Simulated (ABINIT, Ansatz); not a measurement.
# Lattice dynamics of SiSb (Pm-3m) in two programs, part 3 of 4

How does SiSb (Pm-3m) vibrate, and is this structure a minimum?

ABINIT 10.8.3; DFT LDA, scalar-relativistic, plane waves, HGH norm-conserving pseudopotentials.

So far. Step 4 (Relaxation): The volume changes by +1.0 % in this run and stands -0.9 % from the first cell. Step 6 (Linear response at Γ): The acoustic modes at Γ come out as far as 0.4 cm⁻¹ from zero, where they should vanish, a small numerical error. The relaxed cell has a = 3.434 Å (conventional setting).

The structure was built from a prototype and need not be the compound's stable phase.

## 8. Dispersion

anaddb transforms the dynamical matrices to force constants and back along the path; points of the mesh come back as solved, but for the sum rule and, in polar crystals, the LO-TO term at Γ; the rest is interpolation.

The input, anaddb.abi:

```
ddb_filepath "all_DDB"
output_file "anaddb.abo"
outdata_prefix "anaddb"
ifcflag 1
ngqpt 4 4 4
nqshft 1
q1shft 0.0 0.0 0.0
asr 1
chneut 0
dipdip 0
dipquad 0
quadquad 0
enunit 0
eivec 0
nph1l 62
qph1l 
    0.0 0.0 0.0 1.0
    0.0 0.05 0.0 1.0
    0.0 0.1 0.0 1.0
    0.0 0.15 0.0 1.0
    0.0 0.2 0.0 1.0
    0.0 0.25 0.0 1.0
    0.0 0.3 0.0 1.0
    0.0 0.35 0.0 1.0
    0.0 0.4 0.0 1.0
    0.0 0.45 0.0 1.0
    0.0 0.5 0.0 1.0
    0.05 0.5 0.0 1.0
    0.1 0.5 0.0 1.0
    0.15 0.5 0.0 1.0
    0.2 0.5 0.0 1.0
    0.25 0.5 0.0 1.0
    0.3 0.5 0.0 1.0
    0.35 0.5 0.0 1.0
    0.4 0.5 0.0 1.0
    0.45 0.5 0.0 1.0
    0.5 0.5 0.0 1.0
    0.45 0.45 0.0 1.0
    0.4 0.4 0.0 1.0
    0.35 0.35 0.0 1.0
    0.3 0.3 0.0 1.0
    0.25 0.25 0.0 1.0
    0.2 0.2 0.0 1.0
    0.15 0.15 0.0 1.0
    0.1 0.1 0.0 1.0
    0.05 0.05 0.0 1.0
    0.0 0.0 0.0 1.0
    0.05 0.05 0.05 1.0
    0.1 0.1 0.1 1.0
    0.15 0.15 0.15 1.0
    0.2 0.2 0.2 1.0
    0.25 0.25 0.25 1.0
    0.3 0.3 0.3 1.0
    0.35 0.35 0.35 1.0
    0.4 0.4 0.4 1.0
    0.45 0.45 0.45 1.0
    0.5 0.5 0.5 1.0
    0.45 0.5 0.45 1.0
    0.4 0.5 0.4 1.0
    0.35 0.5 0.35 1.0
    0.3 0.5 0.3 1.0
    0.25 0.5 0.25 1.0
    0.2 0.5 0.2 1.0
    0.15 0.5 0.15 1.0
    0.1 0.5 0.1 1.0
    0.05 0.5 0.05 1.0
    0.0 0.5 0.0 1.0
    0.5 0.5 0.5 1.0
    0.5 0.5 0.45 1.0
    0.5 0.5 0.4 1.0
    0.5 0.5 0.35 1.0
    0.5 0.5 0.3 1.0
    0.5 0.5 0.25 1.0
    0.5 0.5 0.2 1.0
    0.5 0.5 0.15 1.0
    0.5 0.5 0.1 1.0
    0.5 0.5 0.05 1.0
    0.5 0.5 0.0 1.0
```

The input, mrgddb.in:

```
all_DDB
merged
10
dfpt_gammao_DDB
dfpt_qo_DS1_DDB
dfpt_qo_DS2_DDB
dfpt_qo_DS3_DDB
dfpt_qo_DS4_DDB
dfpt_qo_DS5_DDB
dfpt_qo_DS6_DDB
dfpt_qo_DS7_DDB
dfpt_qo_DS8_DDB
dfpt_qo_DS9_DDB
```

Started as:

```sh
$ mrgddb < mrgddb.in > mrgddb.log
$ OMP_NUM_THREADS=1 anaddb anaddb.abi > anaddb.log
```

anaddb.abo, the main output file:

```text
[banners, grids, parts of the stress and lines that vanish by symmetry left out]
-outvars_anaddb: echo values of input variables ----------------------

 Flags :
[...]
Phonon wavevector (reduced coordinates) :  0.00000  0.00000  0.00000
 Phonon energies in Hartree :
[...]
Phonon frequencies in cm-1    :
-  0.000000E+00  0.000000E+00  0.000000E+00  9.059453E+01  9.059453E+01
-  9.059453E+01
[...]
Phonon wavevector (reduced coordinates) :  0.00000  0.05000  0.00000
 Phonon energies in Hartree :
[...]
Phonon frequencies in cm-1    :
-  1.109908E+01  1.109908E+01  1.713872E+01  8.875727E+01  9.100135E+01
-  9.100135E+01
[...]
Phonon wavevector (reduced coordinates) :  0.00000  0.10000  0.00000
 Phonon energies in Hartree :
[...]
Phonon frequencies in cm-1    :
-  2.107182E+01  2.107182E+01  3.370210E+01  8.440530E+01  9.236389E+01
-  9.236389E+01
[...]
Phonon wavevector (reduced coordinates) :  0.00000  0.15000  0.00000
 Phonon energies in Hartree :
[...]
Phonon frequencies in cm-1    :
-  2.899435E+01  2.899435E+01  4.768806E+01  8.181431E+01  9.497168E+01
-  9.497168E+01
[...]
Phonon wavevector (reduced coordinates) :  0.00000  0.20000  0.00000
 Phonon energies in Hartree :
[...]
Phonon frequencies in cm-1    :
-  3.445930E+01  3.445930E+01  5.569006E+01  8.801295E+01  9.890341E+01
-  9.890341E+01
[...]
Phonon wavevector (reduced coordinates) :  0.00000  0.25000  0.00000
 Phonon energies in Hartree :
[...]
Phonon frequencies in cm-1    :
-  3.776278E+01  3.776278E+01  6.206138E+01  1.018223E+02  1.037516E+02
-  1.037516E+02
  Phonon wavevector (reduced coordinates) :  0.00000  0.30000  0.00000
 Phonon energies in Hartree :
[...]
Phonon frequencies in cm-1    :
-  3.963708E+01  3.963708E+01  7.223616E+01  1.087736E+02  1.087736E+02
-  1.171629E+02
  Phonon wavevector (reduced coordinates) :  0.00000  0.35000  0.00000
 Phonon energies in Hartree :
[...]
Phonon frequencies in cm-1    :
-  4.076895E+01  4.076895E+01  8.475144E+01  1.132560E+02  1.132560E+02
-  1.311006E+02
  Phonon wavevector (reduced coordinates) :  0.00000  0.40000  0.00000
 Phonon energies in Hartree :
[...]
Phonon frequencies in cm-1    :
-  4.153743E+01  4.153743E+01  9.627238E+01  1.167076E+02  1.167076E+02
-  1.420962E+02
  Phonon wavevector (reduced coordinates) :  0.00000  0.45000  0.00000
 Phonon energies in Hartree :
[...]
Phonon frequencies in cm-1    :
-  4.203278E+01  4.203278E+01  1.041922E+02  1.188577E+02  1.188577E+02
-  1.491215E+02
  Phonon wavevector (reduced coordinates) :  0.00000  0.50000  0.00000
 Phonon energies in Hartree :
[...]
Phonon frequencies in cm-1    :
-  4.220938E+01  4.220938E+01  1.069959E+02  1.195852E+02  1.195852E+02
-  1.515369E+02
  Phonon wavevector (reduced coordinates) :  0.05000  0.50000  0.00000
 Phonon energies in Hartree :
[...]
Phonon frequencies in cm-1    :
-  4.066645E+01  4.217697E+01  1.044592E+02  1.184330E+02  1.216377E+02
-  1.502764E+02
  Phonon wavevector (reduced coordinates) :  0.10000  0.50000  0.00000
 Phonon energies in Hartree :
[...]
Phonon frequencies in cm-1    :
-  3.571915E+01  4.237072E+01  9.914627E+01  1.146550E+02  1.253193E+02
-  1.466491E+02
  Phonon wavevector (reduced coordinates) :  0.15000  0.50000  0.00000
 Phonon energies in Hartree :
[...]
Phonon frequencies in cm-1    :
-  2.582820E+01  4.342915E+01  9.288451E+01  1.073460E+02  1.283834E+02
-  1.411213E+02
[...]
Phonon wavevector (reduced coordinates) :  0.40000  0.50000  0.40000
 Phonon energies in Hartree :
[...]
Phonon frequencies in cm-1    :
-  9.886541E+01  1.106389E+02  1.152531E+02  1.573357E+02  1.752157E+02
-  1.766032E+02
  Phonon wavevector (reduced coordinates) :  0.35000  0.50000  0.35000
 Phonon energies in Hartree :
[...]
Phonon frequencies in cm-1    :
-  7.203512E+01  8.524448E+01  1.054088E+02  1.250737E+02  1.567777E+02
-  1.619730E+02
  Phonon wavevector (reduced coordinates) :  0.30000  0.50000  0.30000
 Phonon energies in Hartree :
[...]
Phonon frequencies in cm-1    :
-  2.917984E+01  4.360886E+01  9.665951E+01  1.068235E+02  1.406389E+02
-  1.516996E+02
  Phonon wavevector (reduced coordinates) :  0.25000  0.50000  0.25000
 Phonon energies in Hartree :
[...]
Phonon frequencies in cm-1    :
- -4.542203E+01 -7.579699E-01  8.856188E+01  9.949512E+01  1.319159E+02
-  1.473611E+02
  Phonon wavevector (reduced coordinates) :  0.20000  0.50000  0.20000
 Phonon energies in Hartree :
[...]
Phonon frequencies in cm-1    :
- -2.826696E+01 -2.128505E+01  7.898771E+01  9.857354E+01  1.309848E+02
-  1.451619E+02
  Phonon wavevector (reduced coordinates) :  0.15000  0.50000  0.15000
 Phonon energies in Hartree :
[...]
Phonon frequencies in cm-1    :
- -2.609501E+01  6.018294E+01  6.717287E+01  1.028586E+02  1.355702E+02
-  1.404981E+02
[...]
Phonon wavevector (reduced coordinates) :  0.50000  0.50000  0.05000
 Phonon energies in Hartree :
[...]
Phonon frequencies in cm-1    :
- -9.344698E+01 -6.572292E+01  4.776615E+01  4.776615E+01  1.203838E+02
-  1.203838E+02
  Phonon wavevector (reduced coordinates) :  0.50000  0.50000  0.00000
 Phonon energies in Hartree :
[...]
Phonon frequencies in cm-1    :
- -9.535823E+01 -6.650346E+01  4.708409E+01  4.708409E+01  1.193957E+02
-  1.193957E+02
-
```

Run time: 0.58 s. Hardware: 1 thread of Arm Neoverse N1, shared host.

Read from the output:

| Quantity | Value |
| --- | --- |
| lowest frequency on the path | -95.36 cm⁻¹ |

Anaddb. The phonon branches at the labelled points (cm⁻¹):

| point | branch 1 | branch 2 | branch 3 | branch 4 | branch 5 | branch 6 |
| --- | --- | --- | --- | --- | --- | --- |
| Γ | 0 | 0 | 0 | 91 | 91 | 91 |
| halfway | 38 | 38 | 62 | 102 | 104 | 104 |
| X | 42 | 42 | 107 | 120 | 120 | 152 |
| halfway | -33 | 49 | 76 | 79 | 128 | 130 |
| M | -95 | -66 | 47 | 47 | 119 | 119 |
| halfway | 12 | 50 | 53 | 91 | 124 | 139 |
| Γ | 0 | 0 | 0 | 91 | 91 | 91 |
| halfway | -54 | 70 | 70 | 107 | 136 | 136 |
| R | 127 | 127 | 127 | 194 | 194 | 194 |
| halfway | -45 | -1 | 89 | 100 | 132 | 147 |
| X | 42 | 42 | 107 | 120 | 120 | 152 |
| jump to R | 127 | 127 | 127 | 194 | 194 | 194 |
| halfway | 41 | 78 | 83 | 83 | 148 | 148 |
| M | -95 | -66 | 47 | 47 | 119 | 119 |

The phonon branches as a text plot (rows in cm⁻¹):

```
    188 |                                    ****         *
    176 |                                    *   *         *
    164 |                                   *     *         *
    152 |      ***                         *     ****   ** * *
    140 |         **       ***          *** *      * ***
    128 |     *   ****   ******      ***      *** * ** ** *   **
    116 |    *****   *****    **     **      *  **     ***  *   *
    104 |   ** ****            *    *   *   *    ****** ** *
     92 |***      **         *******       *       **  *   **
     80 | **  *            **            ** *     *  *       *
     68 |   **      **    *             *         *   *     *
     56 |           *** ******         *              **      **
     44 |  **********  ** *   ***          *       *    **   *  *
     31 | **      *           **** ****            *    *
     19 |**                    * *  *
      7 |*                   *     *                   *
     -5 |                       ***                 *
    -17 |          *                                 *
    -29 |                  **                        **
    -41 |           *                **  **         *
    -53 |            *   **            **                     *
    -65 |             ****                                    ***
    -77 |             *
    -89 |              **                                      **
         Γ      X      M          Γ            R        X|R     M
```

The path dips to 95i cm⁻¹.

## 9. Density of states

Sums over the zone need many more wavevectors than were solved, so the interpolation is sampled on a dense mesh.

The input, anaddb.abi:

```
ddb_filepath "all_DDB"
output_file "anaddb.abo"
outdata_prefix "anaddb"
ifcflag 1
ngqpt 4 4 4
nqshft 1
q1shft 0.0 0.0 0.0
asr 1
chneut 0
dipdip 0
dipquad 0
quadquad 0
prtdos 2
ng2qpt 13 13 13
dosdeltae 4.5563e-06
ntemper 11
temperinc 100.0
tempermin 0.0
```

Started as:

```sh
$ OMP_NUM_THREADS=1 anaddb anaddb.abi > anaddb.log
```

anaddb.abo, the main output file:

```text
[banners, grids, parts of the stress and lines that vanish by symmetry left out]
-outvars_anaddb: echo values of input variables ----------------------

 Flags :
     ifcflag         1
 Miscellaneous information :
         asr         1
      chneut         0
 Interatomic Force Constants Inputs :
      dipdip         0
     dipquad         0
    quadquad         0
      ifcana         0
      ifcout         0
 Description of grid 1 :
        brav         1
       ngqpt         4         4         4
      nqshft         1
      q1shft
                     0.00000000E+00  0.00000000E+00  0.00000000E+00
 Phonon DOS information :
   dosdeltae  4.55630000E-06
    dossmear  4.55633525E-06
 Description of grid 2 (Fourier interp. or BZ sampling):
      ng2qpt        13        13        13
      ngrids         4
      q2shft         0.00000000E+00  0.00000000E+00  0.00000000E+00

================================================================================

 read the DDB information and perform some checks

  ==== Info on the Cryst% object ====
 Real(R)+Recip(G) space primitive vectors, cartesian coordinates (Bohr,Bohr^-1):
 R(1)=  6.4892292  0.0000000  0.0000000  G(1)=  0.1541015  0.0000000  0.0000000
 R(2)=  0.0000000  6.4892292  0.0000000  G(2)=  0.0000000  0.1541015  0.0000000
 R(3)=  0.0000000  0.0000000  6.4892292  G(3)=  0.0000000  0.0000000  0.1541015
 Unit cell volume ucvol=  2.7326207E+02 bohr^3
 Angles (23,13,12)=  9.00000000E+01  9.00000000E+01  9.00000000E+01 degrees
 Time-reversal symmetry is present
 Reduced atomic positions [iatom, xred, symbol]:
    1)    0.0000000  0.0000000  0.0000000  Sb
    2)    0.5000000  0.5000000  0.5000000  Si

 DDB file with 10 blocks has been read.

================================================================================

 Calculation of the interatomic forces

       Homogeneous q point set in the B.Z.
 Grid q points  :       64
  1)   0.00000000E+00  0.00000000E+00  0.00000000E+00
  2)   2.50000000E-01  0.00000000E+00  0.00000000E+00
  3)   5.00000000E-01  0.00000000E+00  0.00000000E+00
  4)  -2.50000000E-01  0.00000000E+00  0.00000000E+00
  5)   0.00000000E+00  2.50000000E-01  0.00000000E+00
  6)   2.50000000E-01  2.50000000E-01  0.00000000E+00
  7)   5.00000000E-01  2.50000000E-01  0.00000000E+00
  8)  -2.50000000E-01  2.50000000E-01  0.00000000E+00
  9)   0.00000000E+00  5.00000000E-01  0.00000000E+00
 10)   2.50000000E-01  5.00000000E-01  0.00000000E+00
 11)   5.00000000E-01  5.00000000E-01  0.00000000E+00
 12)  -2.50000000E-01  5.00000000E-01  0.00000000E+00
 13)   0.00000000E+00 -2.50000000E-01  0.00000000E+00
 14)   2.50000000E-01 -2.50000000E-01  0.00000000E+00
[...]
58)   2.50000000E-01  5.00000000E-01 -2.50000000E-01
 59)   5.00000000E-01  5.00000000E-01 -2.50000000E-01
 60)  -2.50000000E-01  5.00000000E-01 -2.50000000E-01
 61)   0.00000000E+00 -2.50000000E-01 -2.50000000E-01
 62)   2.50000000E-01 -2.50000000E-01 -2.50000000E-01
 63)   5.00000000E-01 -2.50000000E-01 -2.50000000E-01
 64)  -2.50000000E-01 -2.50000000E-01 -2.50000000E-01

 The interatomic forces have been obtained

================================================================================

 Calculation of phonon density of states

 Average speed of sound partial sums:     0.1145557441E-02 (at units)
-                                   =           2.5061 [km/s]

 Debye frequency from partial sums:     0.6880828713E-03 (Ha)
-                                 =     0.4527367804E+01 (THz)
-Debye temperature from partial sums:     0.2172793857E+03 (K)

 Average speed of sound:     0.5087145206E-04 (at units)
-                      =           0.1113 [km/s]

 Debye frequency from DOS:     0.3055610619E-04 (Ha)
-                        =     0.2010495206E+00 (THz)
-Debye temperature from DOS:     0.9648855190E+01 (K)

-
```

Wall time 0.7 s (1 thread).

Read from the output:

- share of modes beyond 3i cm⁻¹ on the dense interpolated mesh: 0.1373

The phonon density of states has structure finer than the step of the table below, so its rows give means over 10 cm⁻¹, whole bins alone (the curve runs from -125 to 225 cm⁻¹). Peaks (cm⁻¹: height): -45.4: 0.0276, 54.6: 0.0512, 98.6: 0.0564, 130.6: 0.0901, 138.6: 0.0976.

Tetrahedra. Table of phonon density of states by wavenumber; means over each step:

```csv
wavenumber (cm⁻¹),phonon density of states (1/cm⁻¹/cell)
-100,0
-90,4.3e-4
-80,0.00122
-70,0.00246
-60,0.00664
-50,0.0172
-40,0.0224
-30,0.0134
-20,0.00920
-10,0.00755
0,0.00808
10,0.00892
20,0.0109
30,0.0147
40,0.0245
50,0.0411
60,0.0432
70,0.0347
80,0.0276
90,0.0318
100,0.0477
110,0.0336
120,0.0331
130,0.0755
140,0.0593
150,0.0144
160,0.00583
170,0.00337
180,0.00197
190,4.6e-4
200,0
```

[end of part 3 of 4]

[Host names and launcher messages were left out of these logs when they were recorded.]

[Logs are printed without paths, hosts, clocks, repeated set-up lines and the standing remarks that a program may print on its own settings, such as how far it seeks lower states.]

[Hosts, paths, dates, database ids (printed as entryN), source tags and the programs' standing remarks are cut or masked in the printed files.]
